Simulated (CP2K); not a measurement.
Consider 1,1-difluoroethane at its PBE geometry (Å).

```xyz
8

C    -0.7804   -0.1499    0.0101
C     0.6992    0.1216    0.0728
F     1.4065   -0.7994   -0.6971
F     0.9781    1.3773   -0.4585
H    -1.1226   -0.0972   -1.0308
H    -0.9982   -1.1457    0.4152
H    -1.3158    0.6011    0.6043
H     1.1331    0.0922    1.0841
```

Method: CP2K XAS_TDP, all-electron GAPW, PBEh(45%), aug-cc-pVDZ, TDA, GW2X-corrected core level, no relativity.

**Question.** Where do the F K-edge lines lie, and how strong are they?

Leading lines: F3 689.88 eV. The leading line of an atom is its first one with 35 % of the strongest within 2.5 eV of its lowest line over the strength cut. Core ionisation energies at this level: F3 692.34 eV.

The first six lines of each atom with a strength over 0.0015:

| atom | energy (eV) | states | strength, one atom | above the computed threshold |
| --- | --- | --- | --- | --- |
| F3 (bonded to C), 2 alike | 689.88 | 1 | 0.0330 |  |
|  | 690.67 | 1 | 0.0033 |  |
|  | 691.57 | 1 | 0.0047 |  |
|  | 691.72 | 1 | 0.0034 |  |
|  | 692.22 | 1 | 0.0021 |  |
|  | 692.78 | 1 | 0.0017 | yes |

Lines are vertical, at one geometry, with no vibrational structure. GW2X ionisation energies and lines can be off by 1 to 2 eV either way, and a good line position may hide errors that cancel. These values hold no scalar relativity, about 0.7 eV for F 1s. Rydberg lines, and the discretised continuum above threshold, depend on the basis and the box.

[Banner, clock and machine lines of the logs are left out without a mark of their own.]

[Logs are printed without paths, hosts, clocks, repeated set-up lines and the standing remarks that a program may print on its own settings, such as how far it seeks lower states.]

[Hosts, paths, dates, database ids (printed as entryN), source tags and the programs' standing remarks are cut or masked in the printed files.]
